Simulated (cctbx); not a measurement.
# From intensities to atoms

Cell a = 5.1770 Å, b = 5.1770 Å, c = 5.1770 Å, α = 90.00°, β = 90.00°, γ = 90.00°; space group Pm-3m (no. 221); content Tl1 Sm3 As1.

Simulated single-crystal data (cctbx): Mo Kα, λ = 0.71073 Å, to d = 0.8 Å, 50 % of the full sphere, strongest reflection 5000 counts, noise from counting, a 3 % proportional error and a noise floor of 2 counts (s.d.); no absorption, and some extinction, which the refinements don't model.

Charge flipping in P1 on plain amplitudes to 0.9 Å, δ = 0.9 σ, 30 % of the reflections treated as weak, 100 cycles:

```text
cycle      R  skewness
    0  0.610     0.33
    8  0.447     1.70
   16  0.451     2.76
   24  0.441     3.88
   32  0.374     4.00
   40  0.341     4.22
   48  0.291     3.92
   56  0.335     3.91
   64  0.323     4.06
   72  0.317     3.97
   80  0.338     4.01
   88  0.321     4.02
   96  0.319     3.92
origin shift          correlation  skewness
 0.475  0.019  0.082      0.930      6.28
 0.475  0.519  0.582      0.930      6.79
 0.475  0.019  0.582      0.930      6.85
 0.475  0.519  0.082      0.929      6.91
taken: symmetry correlation 0.929, skewness 6.91
peak      x       y       z  mult  height/sigma
Q1    0.5000  0.5000  0.5000    1     17.0
Q2    0.0000  0.0000  0.5000    3     11.3
Q3    0.0000  0.0000  0.0000    1      5.5
Q4    0.2477  0.2477  0.2477    8      0.9
Q5    0.1207  0.3834  0.3834   24      0.7
Q6    0.1338  0.1338  0.1338    8      0.7
Q7    0.1840  0.1840  0.5000   12      0.6
Q8    0.0000  0.0000  0.2424    6      0.6
```

The origin is taken among those within 0.04 of the best correlation, by the skewness of the map.

It took 1.6 s on 1 thread of Arm Neoverse N1, on a shared host, peak memory 0.07 GiB.

Q: Assign the peaks.

Heights go roughly as Z and multiplicities must add up to the content. First model: Q1 = Tl1 (1 in the cell, height 17.0), Q2 = Sm1 (3 in the cell, height 11.3) and Q3 = As1 (1 in the cell, height 5.5). Against the true structure, Q1 is Tl, Q2 is Sm and Q3 is As; the other peaks are not atoms.

Least squares on F², isotropic:

```text
Rint 0.035, 48 unique reflections to 0.81 A
cycle     R1     wR2    GooF  max shift (A)
   1  0.1063  0.2131   9.681   0.00000
   2  0.0099  0.0195   0.885   0.00000
final R1 0.0099 wR2 0.0195 GooF 0.885  parameters 3  data/parameter 16.0
atom        x        y        z      Ueq    occ   su(xyz)  su(Uiso or U11)
Tl1    0.50000  0.50000  0.50000   0.0054  1.000  0.00000  0.0002
Sm1    0.00000  0.00000  0.50000   0.0071  1.000  0.00000  0.0002
As1    0.00000  0.00000  0.00000   0.0083  1.000  0.00000  0.0005
difference map: max 0.69 min -0.77 rms 0.17
Q1    0.0000  0.0000  0.1245    6    0.69  0.64 A from As1
Q2    0.0000  0.1355  0.2554   24    0.59  1.45 A from Sm1
Q3    0.2204  0.3661  0.3661   24    0.53  1.75 A from Tl1
Q4    0.1888  0.1888  0.1888    8    0.42  1.69 A from As1
Q5    0.0000  0.3397  0.3397   12    0.36  1.94 A from Sm1
```

Anisotropic refinement:

```text
Rint 0.035, 48 unique reflections to 0.81 A
cycle     R1     wR2    GooF  max shift (A)
   1  0.0099  0.0195   0.896   0.00000
final R1 0.0098 wR2 0.0195 GooF 0.894  parameters 4  data/parameter 12.0
atom        x        y        z      Ueq    occ   su(xyz)  su(Uiso or U11)
Tl1    0.50000  0.50000  0.50000   0.0054  1.000  0.00000  0.0002
Sm1    0.00000  0.00000  0.50000   0.0071  1.000  0.00000  0.0002
As1    0.00000  0.00000  0.00000   0.0083  1.000  0.00000  0.0005
difference map: max 0.69 min -0.77 rms 0.17
Q1    0.0000  0.0000  0.1245    6    0.70  0.64 A from As1
Q2    0.0000  0.1354  0.2556   24    0.59  1.45 A from Sm1
Q3    0.2203  0.3662  0.3662   24    0.53  1.75 A from Tl1
Q4    0.1863  0.1863  0.1863    8    0.42  1.67 A from As1
Q5    0.0000  0.3395  0.3395   12    0.36  1.94 A from Sm1
Q6    0.0000  0.1462  0.5000   12    0.35  0.76 A from Sm1
```

**Reading.** The refinement ends at R1 = 0.0098, wR2 = 0.0195, GooF = 0.89, with difference density between -0.77 and 0.69 e/Å³. Every site matches the true model in element, within 0.001 Å r.m.s., up to an allowed shift of origin.

True model:

| atom | mult. | x | y | z | Ueq (Å²) |
| --- | --- | --- | --- | --- | --- |
| Tl1 | 1 | 0 | 0 | 0 | 0.0060 |
| Sm1 | 3 | 0 | 1/2 | 1/2 | 0.0077 |
| As1 | 1 | 1/2 | 1/2 | 1/2 | 0.0089 |

This is a model crystal, built by substitution and not relaxed, with assumed displacement parameters.

[Middle refinement cycles are left out of these outputs.]

[Logs are printed without paths, hosts, clocks, repeated set-up lines and the standing remarks that a program may print on its own settings, such as how far it seeks lower states.]
